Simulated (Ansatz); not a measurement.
**A hypothetical structure for Nb2TlSe4**

Starting from a made-up structure for Nb2TlSe4, the aim is the relaxed cell, its shortest contacts and, where a second run follows, its electronic structure.

Program: Ansatz 0.2.0. Level of theory: DFT, PBE, plane-wave PAW, files of the set soft_1, scalar-relativistic, no spin, cell and ions relaxed at zero pressure; PAW set soft_1, in the first sound run; inputs show where later runs differ. Results are calculated unless marked as measured.

### Step 1. Starting point

Symmetry: P3m1, No. 156, trigonal system. The conventional cell has a = 3.620 Å, b = 3.620 Å, c = 14.744 Å, α = 90.00°, β = 90.00°, γ = 120.00°. Nearest to Tl lie 4 Se at 2.44 to 2.52 Å. Nb has 6 Se at 2.72 to 2.74 Å nearest. Nb has 6 Se at 2.71 to 2.75 Å nearest. Nearest to Se lie 1 Tl at 2.44 Å and 3 Nb at 2.74 Å. Se has 3 Tl at 2.52 Å and 3 Nb at 2.75 Å nearest. Nearest to Se lie 3 Nb at 2.71 Å. Farther neighbours and most contacts between anions are not listed.

### Step 2. Relaxing cell and atoms

The guess takes its coordinates from another compound and its volume from a rule, so the cell and any free coordinates are relaxed together.

Input file input.yaml:

```yaml
crystal:
  lattice:
    - [3.62, 0.0, 0.0]
    - [-1.81, 3.135011962, 0.0]
    - [0.0, 0.0, 14.744]
  atoms:
    - { symbol: Tl, position: [0.0, 0.0, 0.037] }
    - { symbol: Nb, position: [0.666666667, 0.333333333, 0.751] }
    - { symbol: Nb, position: [0.0, 0.0, 0.2535] }
    - { symbol: Se, position: [0.0, 0.0, 0.8716] }
    - { symbol: Se, position: [0.666666667, 0.333333333, 0.1322] }
    - { symbol: Se, position: [0.666666667, 0.333333333, 0.3701] }
    - { symbol: Se, position: [0.0, 0.0, 0.6331] }
kpoints:
  mp_grid: { grid: [9, 9, 2] }
scf:
  occupations: { method: fermi_dirac, width: 0.05 }
hamiltonian:
  xc: pbe
  pseudopotentials: { kind: paw, azcp: { folder: soft_1 } }
relax:
  f_tol: 0.015
  max_steps: 70
  cell: {}
output:
  forces: true
  stress: true
```

Command:

```console
$ ansatz run input.yaml --threads 4 --pin off --max-ram 10240MiB --backend cpu --events-out ev --progress --plain --runs-dir out
```

Numbers of over 12 decimals in the logs are rounded to 6 here.

Log:

```text
Engine: ansatz 0.2.0, aarch64-unknown-linux-gnu
Pseudopotentials: kind: paw
Pseudopotential: Tl, paw, valence charge 13, recommended cutoff 420 eV (normal), soft_1/Tl.paw.azcp
Pseudopotential: Nb, paw, valence charge 13, recommended cutoff 420 eV (normal), soft_1/Nb.paw.azcp
Pseudopotential: Se, paw, valence charge 16, recommended cutoff 420 eV (normal), soft_1/Se.paw.azcp
Functional definition: PBE
  parameter kappa = 0.804
  parameter beta = 0.066725
  exchange = pbe_x(kappa = kappa, mu = beta*pi^2/3)
  correlation = pbe_c(beta = beta)
Crystal: 7 atoms, lattice volume = 167.326 Å³
Basis set: ecut = 420 eV, 3217 PW (Γ), exchange–correlation on 50×50×200 points (8 copies of the dense FFT grid, shifted against one another)
Bands: 62, of which v1, the nominal top of the filled ones, is band 52 counted from 1 (51 counted from 0)
Symmetry: 6 space group operations
Space group: P3m1 (ITA 156), of the structure as read, at distance tolerance 5.5e-5 Å
k-points: 24 of 162 (time reversal used)
Non-local potential: Tl, projectors of the file, l = 0: 2, l = 1: 2, l = 2: 2, l = 3: 1
Non-local potential: Nb, projectors of the file, l = 0: 3, l = 1: 2, l = 2: 2, l = 3: 1
Non-local potential: Se, projectors of the file, l = 0: 2, l = 1: 2, l = 2: 3, l = 3: 1
PAW form: soft (Blöchl's): semilocal exchange-correlation on the pseudo side does not see the compensation charge
PAW one-centre angular grid: Tl, 590 points (default); XC on 64 Gauss nodes
PAW one-centre angular grid: Nb, 590 points (default); XC on 64 Gauss nodes
PAW one-centre angular grid: Se, 590 points (default); XC on 64 Gauss nodes
Initial density: superposition of atomic densities (chi_scale 0.1, normalization cell, long waves of neutral atoms (reshape's long-wave potential 2.40 eV rms, cloud 2.84 Å wide))
Initial wavefunctions: pseudopotential atomic-orbital guess
Functional: x = pbe(κ = 0.804, μ = 0.219515), c = pbe(β = 0.066725)
SCF iter   1: F=—  HF=-42430.718982 eV  |F-HF|=—  |Δ(HF+E_count)|=         —  Δρ=4.64e-2  dr2=1.12e1  ethr=3.10e-3  ⟨swp⟩=6.9  Hψ=5791  notcnv=0
preconditioner: auto → LDOS  [metal: Δε(μ)=0.075 eV  Ē_g=9.266 eV  σ=0.050 eV  W_gap=0.33  n_scr=52 (ndim 8)  ℏωp=19.7 eV  f_vac=0.091  D(μ)=4.32/eV (n_scr^D=28)  β→1.0]
SCF iter   2: F=—  HF=-42429.455675 eV  |F-HF|=—  |Δ(HF+E_count)|=    1.26e0  Δρ=2.83e-2  dr2=4.95e0  ethr=3.10e-3  ⟨swp⟩=3.8  Hψ=3427  notcnv=0  defer=35
SCF iter   3: F=—  HF=-42428.778093 eV  |F-HF|=—  |Δ(HF+E_count)|=   6.78e-1  Δρ=5.43e-3  dr2=1.42e-1  ethr=3.10e-3  ⟨swp⟩=2.9  Hψ=2237  notcnv=0  defer=34
SCF iter   4: F=—  HF=-42428.760285 eV  |F-HF|=—  |Δ(HF+E_count)|=   1.78e-2  Δρ=1.52e-3  dr2=1.52e-2  ethr=1.38e-4  ⟨swp⟩=2.0  Hψ=2670  notcnv=0  defer=34
SCF iter   5: F=—  HF=-42428.759635 eV  |F-HF|=—  |Δ(HF+E_count)|=   6.50e-4  Δρ=7.34e-4  dr2=2.21e-3  ethr=1.48e-5  ⟨swp⟩=2.0  Hψ=2287  notcnv=0  defer=34
SCF iter   6: F=—  HF=-42428.759514 eV  |F-HF|=—  |Δ(HF+E_count)|=   1.21e-4  Δρ=2.32e-4  dr2=6.01e-4  ethr=2.15e-6  ⟨swp⟩=2.0  Hψ=2170  notcnv=0  defer=34
SCF iter   7: F=—  HF=-42428.759492 eV  |F-HF|=—  |Δ(HF+E_count)|=   2.21e-5  Δρ=9.01e-5  dr2=7.23e-5  ethr=5.84e-7  ⟨swp⟩=2.0  Hψ=1569  notcnv=0  defer=34
SCF iter   8: F=—  HF=-42428.759482 eV  |F-HF|=—  |Δ(HF+E_count)|=   9.77e-6  Δρ=4.01e-5  dr2=5.80e-6  ethr=7.02e-8  ⟨swp⟩=2.0  Hψ=1757  notcnv=0  defer=34
SCF iter   9: F=—  HF=-42428.759481 eV  |F-HF|=—  |Δ(HF+E_count)|=   5.11e-7  Δρ=1.67e-5  dr2=9.28e-7  ethr=5.63e-9  ⟨swp⟩=2.0  Hψ=2401  notcnv=0  defer=34
SCF iter  10: F=-42428.759481 eV  HF=-42428.759481 eV  |F-HF|=5.45e-8  |Δ(HF+E_count)|=   4.04e-8  Δρ=5.32e-6  dr2=7.62e-8  ethr=9.71e-11  ⟨swp⟩=3.0  Hψ=6173  notcnv=0
SCF 1 converged in 10 iterations: F = -42428.759481 eV  dr2 = 7.62e-8
  greatest PAW one-centre occupation: 1.000 electrons in one spin orbital (limit 2), on the Se atom at site 4 (counted from 0), in its partial waves of l = 2
relax step   1: F+E_penalty+E_count = -42428.75948129 eV  Δ(F+E_penalty+E_count) = +0.000e0 eV  max|allowed force component| = 5.206e0 eV/Å  Δτ_max = 0.0000 Å  P = +4.548 GPa  Ω = 167.326 Å³  (10 SCF iters, dr2 threshold 1.00e-7 eV, accepted)
Crystal: 7 atoms, lattice volume = 170.011 Å³
Basis set: ecut = 420 eV, 3289 PW (Γ), exchange–correlation on 50×50×200 points (8 copies of the dense FFT grid, shifted against one another)
Initial density: handed on by an earlier stage of this run
Initial wavefunctions: those handed on with the density
iter 1 solved again at ethr=1.66e-3 eV; its pass at ethr=3.10e-3 eV (dr2=1.71e0 eV) is discarded
SCF iter   1: F=—  HF=-42430.979001 eV  |F-HF|=—  |Δ(HF+E_count)|=         —  Δρ=1.68e-2  dr2=1.73e0  ethr=1.66e-3  ⟨swp⟩=1.2  Hψ=6961  notcnv=0
preconditioner: auto → LDOS  [metal: Δε(μ)=0.100 eV  Ē_g=9.424 eV  σ=0.050 eV  W_gap=0.45  n_scr=52 (ndim 8)  ℏωp=19.5 eV  f_vac=0.113  D(μ)=3.53/eV (n_scr^D=8)  β→1.0]
SCF iter   2: F=—  HF=-42430.969300 eV  |F-HF|=—  |Δ(HF+E_count)|=   9.70e-3  Δρ=1.27e-2  dr2=1.32e0  ethr=1.66e-3  ⟨swp⟩=3.4  Hψ=3372  notcnv=0  defer=5
SCF iter   3: F=—  HF=-42430.779071 eV  |F-HF|=—  |Δ(HF+E_count)|=   1.90e-1  Δρ=1.66e-3  dr2=8.06e-3  ethr=1.29e-3  ⟨swp⟩=2.9  Hψ=2283  notcnv=0  defer=30
SCF iter   4: F=—  HF=-42430.779637 eV  |F-HF|=—  |Δ(HF+E_count)|=   5.65e-4  Δρ=5.91e-4  dr2=8.63e-4  ethr=7.82e-6  ⟨swp⟩=2.0  Hψ=2830  notcnv=0  defer=30
SCF iter   5: F=—  HF=-42430.779597 eV  |F-HF|=—  |Δ(HF+E_count)|=   4.02e-5  Δρ=2.61e-4  dr2=1.68e-4  ethr=8.38e-7  ⟨swp⟩=2.0  Hψ=2025  notcnv=0  defer=30
SCF iter   6: F=—  HF=-42430.779587 eV  |F-HF|=—  |Δ(HF+E_count)|=   9.47e-6  Δρ=6.38e-5  dr2=1.48e-5  ethr=1.64e-7  ⟨swp⟩=2.0  Hψ=2018  notcnv=0  defer=30
SCF iter   7: F=—  HF=-42430.779588 eV  |F-HF|=—  |Δ(HF+E_count)|=   1.00e-6  Δρ=2.82e-5  dr2=2.99e-6  ethr=1.44e-8  ⟨swp⟩=2.0  Hψ=1950  notcnv=0  defer=30
SCF iter   8: F=-42430.779588 eV  HF=-42430.779588 eV  |F-HF|=3.37e-7  |Δ(HF+E_count)|=   2.65e-7  Δρ=9.54e-6  dr2=4.19e-7  ethr=6.80e-10  ⟨swp⟩=5.0  Hψ=5465  notcnv=0
SCF 2 converged in 8 iterations: F = -42430.779588 eV  dr2 = 4.19e-7
  greatest PAW one-centre occupation: 1.000 electrons in one spin orbital (limit 2), on the Se atom at site 3 (counted from 0), in its partial waves of l = 2
relax step   2: F+E_penalty+E_count = -42430.77958805 eV  Δ(F+E_penalty+E_count) = -2.020e0 eV  max|allowed force component| = 3.182e0 eV/Å  Δτ_max = 0.1950 Å  P = +3.623 GPa  Ω = 170.011 Å³  energy of the carried Pulay correction = -2.992e-4 eV  (8 SCF iters, dr2 threshold 7.00e-7 eV, accepted)
Crystal: 7 atoms, lattice volume = 172.142 Å³
[...]
SCF 3 converged in 8 iterations: F = -42432.074201 eV  dr2 = 1.19e-7
relax step   3: F+E_penalty+E_count = -42432.07420139 eV  Δ(F+E_penalty+E_count) = -1.295e0 eV  max|allowed force component| = 1.249e0 eV/Å  Δτ_max = 0.1949 Å  P = +2.811 GPa  Ω = 172.142 Å³  energy of the carried Pulay correction = -5.334e-4 eV  (8 SCF iters, dr2 threshold 7.00e-7 eV, accepted)
[... from here on, the SCF cycles and remarks between the steps are left out ...]
relax step   4: F+E_penalty+E_count = -42432.70107702 eV  Δ(F+E_penalty+E_count) = -6.269e-1 eV  max|allowed force component| = 3.240e-1 eV/Å  Δτ_max = 0.2000 Å  P = +1.125 GPa  Ω = 175.263 Å³  energy of the carried Pulay correction = -8.711e-4 eV  (8 SCF iters, dr2 threshold 7.00e-7 eV, accepted)
relax step   5: F+E_penalty+E_count = -42432.81475412 eV  Δ(F+E_penalty+E_count) = -1.137e-1 eV  max|allowed force component| = 1.180e-1 eV/Å  Δτ_max = 0.2000 Å  P = -0.466 GPa  Ω = 179.035 Å³  energy of the carried Pulay correction = -1.271e-3 eV  (8 SCF iters, dr2 threshold 7.00e-7 eV, accepted)
relax step   6: F+E_penalty+E_count = -42432.81992580 eV  Δ(F+E_penalty+E_count) = -5.172e-3 eV  max|allowed force component| = 6.583e-2 eV/Å  Δτ_max = 0.0312 Å  P = +0.053 GPa  Ω = 176.371 Å³  energy of the carried Pulay correction = -9.895e-4 eV  (6 SCF iters, dr2 threshold 7.00e-7 eV, accepted)
relax step   7: F+E_penalty+E_count = -42432.82270610 eV  Δ(F+E_penalty+E_count) = -2.780e-3 eV  max|allowed force component| = 9.611e-2 eV/Å  Δτ_max = 0.0412 Å  P = -0.038 GPa  Ω = 174.713 Å³  energy of the carried Pulay correction = -8.120e-4 eV  (7 SCF iters, dr2 threshold 2.71e-7 eV, accepted)
relax step   8: F+E_penalty+E_count = -42432.82691527 eV  Δ(F+E_penalty+E_count) = -4.209e-3 eV  max|allowed force component| = 1.363e-2 eV/Å  Δτ_max = 0.0533 Å  P = -0.002 GPa  Ω = 173.538 Å³  energy of the carried Pulay correction = -6.852e-4 eV  (7 SCF iters, dr2 threshold 5.77e-7 eV, accepted)
relax step   9: F+E_penalty+E_count = -42432.82777344 eV  Δ(F+E_penalty+E_count) = -8.582e-4 eV  max|allowed force component| = 1.317e-2 eV/Å  Δτ_max = 0.0720 Å  P = +0.042 GPa  Ω = 171.432 Å³  energy of the carried Pulay correction = -4.557e-4 eV  (11 SCF iters, accepted)
relax step  10: F+E_penalty+E_count = -42432.82798403 eV  Δ(F+E_penalty+E_count) = -2.106e-4 eV  max|allowed force component| = 2.465e-3 eV/Å  Δτ_max = 0.0134 Å  P = +0.005 GPa  Ω = 172.012 Å³  energy of the carried Pulay correction = -5.192e-4 eV  (7 SCF iters, dr2 threshold 2.39e-8 eV, accepted)
Basis set: ecut = 420 eV, 3349 PW (Γ), exchange–correlation on 48×48×240 points (8 copies of the dense FFT grid, shifted against one another)
Initial wavefunctions: pseudopotential atomic-orbital guess (no wavefunctions were taken with the density)
iter 1 solved again at ethr=1.05e-7 eV; its pass at ethr=3.10e-3 eV (dr2=1.08e-4 eV) is discarded
SCF iter   1: F=—  HF=-42432.797402 eV  |F-HF|=—  |Δ(HF+E_count)|=         —  Δρ=1.39e-3  dr2=1.35e-4  ethr=1.05e-7  ⟨swp⟩=3.7  Hψ=9200  notcnv=0
preconditioner: auto → LDOS  [metal: Δε(μ)=0.021 eV  Ē_g=9.092 eV  σ=0.050 eV  W_gap=0.10  n_scr=54 (ndim 8)  ℏωp=19.4 eV  f_vac=0.080  D(μ)=4.39/eV (n_scr^D=28)  β→1.0]
SCF iter   2: F=—  HF=-42432.829380 eV  |F-HF|=—  |Δ(HF+E_count)|=   3.20e-2  Δρ=7.81e-5  dr2=1.13e-4  ethr=1.05e-7  ⟨swp⟩=2.0  Hψ=2066  notcnv=0
SCF iter   3: F=—  HF=-42432.829347 eV  |F-HF|=—  |Δ(HF+E_count)|=   3.26e-5  Δρ=4.49e-5  dr2=2.47e-6  ethr=1.05e-7  ⟨swp⟩=2.0  Hψ=1765  notcnv=0
SCF iter   4: F=—  HF=-42432.829386 eV  |F-HF|=—  |Δ(HF+E_count)|=   3.88e-5  Δρ=1.39e-5  dr2=7.81e-7  ethr=2.40e-9  ⟨swp⟩=2.0  Hψ=2677  notcnv=0
SCF iter   5: F=—  HF=-42432.829386 eV  |F-HF|=—  |Δ(HF+E_count)|=   5.95e-9  Δρ=4.59e-6  dr2=2.20e-7  ethr=7.58e-10  ⟨swp⟩=3.0  Hψ=2933  notcnv=0
SCF iter   6: F=—  HF=-42432.829386 eV  |F-HF|=—  |Δ(HF+E_count)|=   1.44e-9  Δρ=1.45e-6  dr2=1.52e-8  ethr=2.13e-10  ⟨swp⟩=2.0  Hψ=1710  notcnv=0
SCF iter   7: F=—  HF=-42432.829386 eV  |F-HF|=—  |Δ(HF+E_count)|=   2.63e-9  Δρ=3.50e-7  dr2=6.34e-10  ethr=1.48e-11  ⟨swp⟩=2.0  Hψ=1925  notcnv=0
SCF iter   8: F=—  HF=-42432.829386 eV  |F-HF|=—  |Δ(HF+E_count)|=  4.37e-11  Δρ=1.20e-7  dr2=7.06e-11  ethr=1.00e-12  ⟨swp⟩=2.0  Hψ=2036  notcnv=0
SCF iter   9: F=-42432.829386 eV  HF=-42432.829386 eV  |F-HF|=0.00e0  |Δ(HF+E_count)|=    0.00e0  Δρ=3.41e-8  dr2=1.97e-12  ethr=1.00e-12  ⟨swp⟩=4.0  Hψ=4475  notcnv=0
SCF 11 converged in 9 iterations: F = -42432.829386 eV  dr2 = 1.97e-12
relax step  11: F+E_penalty+E_count = -42432.82938600 eV  Δ(F+E_penalty+E_count) = -1.402e-3 eV  max|allowed force component| = 2.963e-3 eV/Å  Δτ_max = 0.0000 Å  P = +0.012 GPa  Ω = 172.012 Å³  stress off target by 3.97e-2 GPa  SCF on the basis re-selected at this cell (its energy is not comparable with the rows above)  (9 SCF iters)
basis re-selected at this cell: Δ(F+E_penalty+E_count) = -1.402e-3 eV, ΔP = +0.008 GPa vs the last step (what re-selecting the basis moved, of the pressure what is left beyond the Pulay correction that the steps carried, after the strain that the cell walked since its last selection, with what the two solves' SCF thresholds leave and, on support functions, any second-order correction that the steps lacked; it is no measure of the basis error at this ecutwfc). The dense FFT grid was sized anew with the basis: this SCF ran on 24×24×120 points, the steps before it on 25×25×100, so part of this shift can come from that change (see relax.cell in the input reference). [rest of the remark cut]
SCF converged after 9 iterations
Free energy (F): -42432.829386 eV
Harris-Foulkes:  -42432.829386 eV  (|F-HF|=0.00e0)
Internal energy: -42432.791442 eV  (E = F + TS)
E sigma→0 (E₀):  -42432.810414 eV
Entropy (-TS):   -0.037944 eV (-5.421 meV/atom)
Fermi energy:    9.620314 eV
--- Per-component energies (eV) ---
  E_band       = -1788.980481
  E_kinetic    = 1452.019691
  E_local      = -15125.218172  (includes V_loc(G=0)·N_el)
  E_nonlocal   = -913.875429
  E_hartree    = 7455.179763
  E_xc         = -858.333957
  E_vxc        = -886.651259  (∫ρ·V_xc dr)
  E_paw        = -24868.497872  (= ΣΔE_a)
  E_vpaw       = -1225.613362  (= ΣTr[D̂ρ^β])
  E_aug_tail   = -0.001459  (compensation charges beyond the density's cutoff)
  E_ewald      = -9574.064007
  E_smearing   = -0.037944  (= −TS)
  E_closure    = -0.000000  (closes the sum)
  Σ components = -42432.829386   (vs F -42432.829386, Δ=0.00e0)
--- Forces (eV/Å), atoms counted from 1 ---
  atom   1  Tl     0.00000000     0.00000000     0.00161159
  atom   2  Nb     0.00000000     0.00000000     0.00065672
  atom   3  Nb    -0.00000000    -0.00000000     0.00049552
  atom   4  Se     0.00000000     0.00000000    -0.00112028
  atom   5  Se    -0.00000000    -0.00000000     0.00032190
  atom   6  Se    -0.00000000    -0.00000000    -0.00296258
  atom   7  Se     0.00000000     0.00000000     0.00099757
  max |Σ_I F_I| component: 4.33e-7 eV/Å
--- Stress (GPa, compression-positive) ---
       -0.001502       0.000000      -0.000000
        0.000000      -0.001502      -0.000000
       -0.000000      -0.000000       0.039653
  P = ⅓ Tr σ = 0.0122 GPa (0.122 kbar)
--- Relaxed structure (10 steps of the walk, 10 accepted, 1 SCFs on fresh bases) ---
  F+E_penalty+E_count = -42432.82938600 eV   max|allowed force component| = 2.963e-3 eV/Å   (the final SCF, on the basis selected at the relaxed cell)
  cell:  # Å, volume = 172.0117 Å³
    - [3.496255, 0.0, 0]
    - [-1.748127, 3.027845, 0]
    - [0, 0, 16.248801]
  atoms:
    - { symbol: Tl, position: [-2.945489658856906e-17, -5.286776276965749e-18, 0.015334] }
    - { symbol: Nb, position: [0.666667, 0.333333, 0.717312] }
    - { symbol: Nb, position: [-2.945489658856906e-17, -5.286776276965752e-18, 0.293826] }
    - { symbol: Se, position: [-2.945489658856906e-17, -5.286776276965751e-18, 0.819997] }
    - { symbol: Se, position: [0.666667, 0.333333, 0.190670] }
    - { symbol: Se, position: [0.666667, 0.333333, 0.395712] }
    - { symbol: Se, position: [-2.9454896588569064e-17, -5.286776276965754e-18, 0.615649] }
```

Wall time 69 s (4 threads of Arm Neoverse V2, shared host); peak memory 0.62 GiB; 4.4 min of CPU time.

Relaxation path:

| step | energy less that of the first step (eV) | largest force component (eV/Å) | pressure (GPa) | volume (Å³) |
| --- | --- | --- | --- | --- |
| 1 | 0.0000 | 5.2064 | 4.55 | 167.33 |
| 2 | -2.0201 | 3.1820 | 3.62 | 170.01 |
| 3 | -3.3147 | 1.2486 | 2.81 | 172.14 |
| 4 | -3.9416 | 0.3240 | 1.12 | 175.26 |
| 5 | -4.0553 | 0.1180 | -0.47 | 179.04 |
| 6 | -4.0604 | 0.0658 | 0.05 | 176.37 |
| 7 | -4.0632 | 0.0961 | -0.04 | 174.71 |
| 8 | -4.0674 | 0.0136 | 0.00 | 173.54 |
| 9 | -4.0683 | 0.0132 | 0.04 | 171.43 |
| 10 | -4.0685 | 0.0025 | 0.00 | 172.01 |
| 11* | -4.0699 | 0.0030 | 0.01 | 172.01 |

Relaxation steps marked * repeat the geometry before them on a plane-wave basis chosen anew for their cell, so energy and pressure can jump there.

Forces are held to the 6 operations that the run works with; a distortion that breaks them can't arise in this run.

| conventional cell, symmetrised | before | after | change |
| --- | --- | --- | --- |
| a (Å) | 3.620 | 3.496 | -3.4 % |
| b (Å) | 3.620 | 3.496 | -3.4 % |
| c (Å) | 14.744 | 16.249 | +10.2 % |
| volume (Å³/atom) | 23.90 | 24.57 | +2.8 % |

The atoms that moved most (Å, as changes of fractional coordinates times the final cell):

| atom | dx | dy | dz | length |
| --- | --- | --- | --- | --- |
| Se5 | 0.000 | 0.000 | 0.950 | 0.950 |
| Se4 | 0.000 | 0.000 | -0.838 | 0.838 |
| Nb3 | 0.000 | 0.000 | 0.655 | 0.655 |
| Nb2 | 0.000 | 0.000 | -0.547 | 0.547 |
| Se6 | 0.000 | 0.000 | 0.416 | 0.416 |
| Tl1 | 0.000 | 0.000 | -0.352 | 0.352 |
| Se7 | 0.000 | 0.000 | -0.284 | 0.284 |

This step gave:

| Property | Result |
| --- | --- |
| free energy | -42432.8294 eV |
| energy at zero smearing | -42432.8104 eV |
| smearing term TS | 0.03794 eV |
| Fermi energy | 9.620 eV |
| electrons | 103 |
| symmetry operations | 6 |
| pressure | 0.01222 GPa |

Shortest distances by pair of elements, guess and relaxed (not always the same contact):

| pair | guess (Å) | relaxed (Å) |
| --- | --- | --- |
| Nb–Se | 2.706 | 2.608 |
| Se–Tl | 2.439 | 3.174 |
| Se–Se | 3.508 | 3.320 |
| Tl–Tl | 3.620 | 3.496 |
| Nb–Nb | 3.620 | 3.496 |

The relaxation ends with a largest force component of 0.0030 eV/Å and a pressure of 0.01 GPa.

[end of part 1 of 2]

[Logs are printed without paths, hosts, clocks, repeated set-up lines and the standing remarks that a program may print on its own settings, such as how far it seeks lower states.]

[Hosts, paths, dates, database ids (printed as entryN), source tags and the programs' standing remarks are cut or masked in the printed files.]
